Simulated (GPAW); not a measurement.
# CsH (Fm-3m): one start, several treatments of the self-energy

Wanted: the gap of CsH (Fm-3m) under several approximations, with cost.

Main program and level: GPAW 26.7.0; LDA and many-body steps on it, plane waves.

Most raw output is cut from this account.

The database entry behind the starting cell differs from later determinations by our own check (0.1 to 0.3 % short, probably kX units), so it need not match the best structure at ambient conditions.

### 1. Set-up

It takes space group Fm-3m (No. 225, cubic). The conventional cell has a = 6.376 Å, b = 6.376 Å, c = 6.376 Å, α = 90.00°, β = 90.00°, γ = 90.00°. Nearest to Cs lie 6 H at 3.19 Å. H has 6 Cs at 3.19 Å nearest. Farther neighbours are not listed.

As a file:

```xyz
2
Lattice="0.0000 3.1880 3.1880 3.1880 0.0000 3.1880 3.1880 3.1880 0.0000" Properties=species:S:1:pos:R:3 pbc="T T T"
Cs    0.0000    0.0000    0.0000
H     3.1880    3.1880    3.1880
```

The cell and positions come from the Crystallography Open Database and are kept as given unless a step says otherwise. Spin-orbit coupling is left out unless a step names it.

### 2. Empty states on the mesh, 4×4×4 mesh, 426 bands

This step: GPAW 26.7.0; DFT, LDA, plane waves, PAW.

The sums over transitions need many empty states on a uniform mesh; this step solves for them.

File run.py:

```python
import json
import numpy as np
from gpaw.mpi import world
from gpaw import GPAW

calc = GPAW('gs.gpw').fixed_density(kpts={'size': (4, 4, 4), 'gamma': True},
    parallel={'domain': 1, 'band': 1},
    txt='nscf.txt')
calc.diagonalize_full_hamiltonian(nbands=426)
calc.write('full.gpw', mode='all')
res = {}
kpts = calc.get_ibz_k_points()
res['kpts'] = kpts
res['eigenvalues'] = [calc.get_eigenvalues(kpt=k) for k in range(len(kpts))]
res['n_electrons'] = calc.get_number_of_electrons()

if world.rank == 0:
    with open('result.json', 'w') as f:
        json.dump(res, f, default=lambda x: x.tolist())
```

The run is started by

```
> mpirun -n 4 gpaw python run.py
```

The job ended after 21 s (4 MPI ranks of Arm Neoverse V2, shared host; peak memory 2.2 GiB).

Numbers from this step:

```
gap                                                           : 1.945 eV
k of the valence top                                          : 0.5, 0.5, 0.5
k of the conduction bottom                                    : 0.5, 0.5, 0.5
least direct gap                                              : 1.945 eV
k points computed                                             : 8
lowest point of the top converged band, above the valence top : 191.3753 eV
```

On this mesh the gap is 1.945 eV.

### 3. G0W0, Godby-Needs plasmon pole

G0W0 replaces the xc potential by the self-energy, built once from these orbitals. Only a window of levels is corrected, while the sums run over the empty bands that the input names.

This step: G0W0 on LDA, plane waves, PAW.

File run.py:

```python
import json
import numpy as np
from gpaw.mpi import world
from gpaw.response.g0w0 import G0W0

gw = G0W0('full.gpw',
    filename='gw',
    kpts=[0, 7],
    bands=(3, 7),
    ecut=120,
    nbands=193,
    integrate_gamma='WS',
    ppa=True)
gw.calculate()
res = {mode: {k: v for k, v in r.items() if k != 'sigma_eskwn'}
       for mode, r in gw.all_results.items()}

if world.rank == 0:
    with open('result.json', 'w') as f:
        json.dump(res, f, default=lambda x: x.tolist())
```

The run is started by

```
> mpirun -n 4 gpaw python run.py
```

Elapsed: 56 s, on 4 MPI ranks; peak memory 1.3 GiB.

Numbers from this step:

* G0W0 gap on the points computed: 4.235 eV
* least direct G0W0 gap on the computed points: 4.235 eV
* Z at the valence top: 0.7925
* Z at the conduction bottom: 0.8455
* starting gap on the mesh: 1.945 eV
* k of the valence top: 0.5, 0.5, 0.5
* k of the conduction bottom: 0.5, 0.5, 0.5

The gap on the mesh goes from 1.95 eV to 4.23 eV, a correction of +2.29 eV.

### 4. One-shot HSE06

This step: one-shot HSE06 levels on LDA orbitals, plane waves, PAW.

File run.py:

```python
import json
import numpy as np
from gpaw.mpi import world
from gpaw.hybrids.eigenvalues import non_self_consistent_eigenvalues

dft, vxc, vxc_hyb = non_self_consistent_eigenvalues('full.gpw', 'HSE06', 3, 7, kpt_indices=[0, 7])
res = {'dft': dft[0], 'hybrid': (dft - vxc + vxc_hyb)[0]}
if world.rank == 0:
    with open('hybrid.txt', 'w') as f:
        for k, e0, e1 in zip([0, 7], res['dft'], res['hybrid']):
            print(k, ' '.join(f'{x:9.4f}' for x in e0), '|', ' '.join(f'{x:9.4f}' for x in e1), file=f)

if world.rank == 0:
    with open('result.json', 'w') as f:
        json.dump(res, f, default=lambda x: x.tolist())
```

The run is started by

```
> mpirun -n 4 gpaw python run.py
```

Wall time 2.7 s (4 MPI ranks); peak memory 0.82 GiB.

This step gave:

| Item | Value |
| --- | --- |
| starting gap on the mesh | 1.945 eV |
| hybrid gap on the mesh | 3.381 eV |
| least direct hybrid gap on the computed points | 3.381 eV |

### 5. G0W0, extrapolated in the cutoff

This step: G0W0 on LDA, plane waves, PAW.

File run.py:

```python
import json
import numpy as np
from gpaw.mpi import world
from gpaw.response.g0w0 import G0W0

gw = G0W0('full.gpw',
    filename='gw',
    kpts=[0, 7],
    bands=(3, 7),
    ecut=200.0,
    integrate_gamma='WS',
    ppa=True,
    ecut_extrapolation=True)
gw.calculate()
res = {mode: {k: v for k, v in r.items() if k != 'sigma_eskwn'}
       for mode, r in gw.all_results.items()}

if world.rank == 0:
    with open('result.json', 'w') as f:
        json.dump(res, f, default=lambda x: x.tolist())
```

The run is started by

```
> mpirun -n 4 gpaw python run.py
```

Run time: 9.7 min. Hardware: 4 MPI ranks; peak memory 1.8 GiB.

Numbers from this step:

- quasiparticle gap on the points computed: 4.344 eV
- least direct quasiparticle gap on the computed points: 4.344 eV
- Z at the valence top: 0.7910
- Z at the conduction bottom: 0.8452
- starting gap on the mesh: 1.945 eV
- k of the valence top: 0.5, 0.5, 0.5
- k of the conduction bottom: 0.5, 0.5, 0.5
- gaps at the cutoffs of the extrapolation: 4.283, 4.289, 4.295 eV

Against G0W0 in GPAW (4×4×4 mesh, 193 bands, screening to 120 eV, Godby-Needs plasmon pole), the gap moves by +0.109 eV.

### 6. One-shot PBE0

This step: one-shot PBE0 levels on LDA orbitals, plane waves, PAW.

File run.py:

```python
import json
import numpy as np
from gpaw.mpi import world
from gpaw.hybrids.eigenvalues import non_self_consistent_eigenvalues

dft, vxc, vxc_hyb = non_self_consistent_eigenvalues('full.gpw', 'PBE0', 3, 7, kpt_indices=[0, 7])
res = {'dft': dft[0], 'hybrid': (dft - vxc + vxc_hyb)[0]}
if world.rank == 0:
    with open('hybrid.txt', 'w') as f:
        for k, e0, e1 in zip([0, 7], res['dft'], res['hybrid']):
            print(k, ' '.join(f'{x:9.4f}' for x in e0), '|', ' '.join(f'{x:9.4f}' for x in e1), file=f)

if world.rank == 0:
    with open('result.json', 'w') as f:
        json.dump(res, f, default=lambda x: x.tolist())
```

The run is started by

```
> mpirun -n 4 gpaw python run.py
```

Elapsed: 2.8 s, on 4 MPI ranks; peak memory 0.84 GiB; 11 s of CPU time.

Numbers from this step:

| Property | Result |
| --- | --- |
| starting gap on the mesh | 1.945 eV |
| hybrid gap on the mesh | 4.098 eV |
| least direct hybrid gap on the computed points | 4.098 eV |

### 7. G0W0, full frequency, Hilbert transform

This step: G0W0 on LDA, plane waves, PAW.

File run.py:

```python
import json
import numpy as np
from gpaw.mpi import world
from gpaw.response.g0w0 import G0W0

gw = G0W0('full.gpw',
    filename='gw',
    kpts=[0, 7],
    bands=(3, 7),
    ecut=120,
    nbands=193,
    integrate_gamma='WS',
    frequencies={'type': 'nonlinear', 'domega0': 0.1, 'omega2': 15.0},
    eta=0.1,
    nblocksmax=True)
gw.calculate()
res = {mode: {k: v for k, v in r.items() if k != 'sigma_eskwn'}
       for mode, r in gw.all_results.items()}

if world.rank == 0:
    with open('result.json', 'w') as f:
        json.dump(res, f, default=lambda x: x.tolist())
```

The run is started by

```
> mpirun -n 4 gpaw python run.py
```

Elapsed: 95 s, on 4 MPI ranks; peak memory 1.7 GiB.

Numbers from this step:

* G0W0 gap on the points computed: 4.076 eV
* least direct G0W0 gap on the computed points: 4.076 eV
* starting gap on the mesh: 1.945 eV
* k of the valence top: 0.5, 0.5, 0.5
* k of the conduction bottom: 0.5, 0.5, 0.5

Against G0W0 in GPAW (4×4×4 mesh, 193 bands, screening to 120 eV, Godby-Needs plasmon pole), the gap moves by −0.159 eV.

### 8. Side by side

Times are wall times on 4 MPI ranks of Arm Neoverse V2, shared host, good to a factor of about two.

| run | mesh | bands | screening cutoff (eV) | DFT gap (eV) | gap on the mesh (eV) | direct (eV) | time |
| --- | --- | --- | --- | --- | --- | --- | --- |
| G0W0, Godby-Needs plasmon pole | 4×4×4 | 193 | 120 | 1.945 | 4.235 | 4.235 | 56 s |
| one-shot HSE06 | 4×4×4 | - | - | 1.945 | 3.381 | 3.381 | 2.7 s |
| G0W0, extrapolated in the cutoff | 4×4×4 | - | 200 | 1.945 | 4.344 | 4.344 | 9.7 min |
| one-shot PBE0 | 4×4×4 | - | - | 1.945 | 4.098 | 4.098 | 2.8 s |
| G0W0, full frequency, Hilbert transform | 4×4×4 | 193 | 120 | 1.945 | 4.076 | 4.076 | 95 s |

### 9. What came out

```yaml
g0w0_godby_needs_plasmon_pole: 4.235 eV
one_shot_hse06: 3.381 eV
g0w0_extrapolated_in_the_cutoff: 4.344 eV
one_shot_pbe0: 4.098 eV
g0w0_full_frequency_hilbert_transform: 4.076 eV
known_limits: not at the basis limit; no spin-orbit coupling
```

**Reading.** One-shot HSE06: −0.853 eV against G0W0, Godby-Needs plasmon pole. G0W0, extrapolated in the cutoff: +0.109 eV against G0W0, Godby-Needs plasmon pole, at other bands or cutoff, so not like for like. One-shot PBE0: −0.137 eV against G0W0, Godby-Needs plasmon pole. G0W0, full frequency, Hilbert transform: −0.159 eV against G0W0, Godby-Needs plasmon pole. One-shot hybrid levels are evaluated on the LDA orbitals. Bands and cutoff are finite, so the gap is not at the basis limit. The miss can reach some tenths of an eV and take either sign; the mesh is an error of its own. These stock PAW sets were not made for GW. In the G0W0 runs levels were corrected at 2 k points alone, so a gap called «on the mesh» is the least over those, and an edge elsewhere would be missed. The program warns of a poor linear fit in the extrapolation of some level, so the extrapolated values are rough. The many-body steps are scalar-relativistic: spin-orbit coupling is not in them.

[Paths, hosts, dates, memory and timing lines, banners, echoed tables and standing remarks are left out of the program output.]

[Logs are printed without paths, hosts, clocks, repeated set-up lines and the standing remarks that a program may print on its own settings, such as how far it seeks lower states.]

[Runs of the session that timed out or met a known fault of the program may be left out.]

[Hosts, paths, dates, database ids (printed as entryN), source tags and the programs' standing remarks are cut or masked in the printed files.]
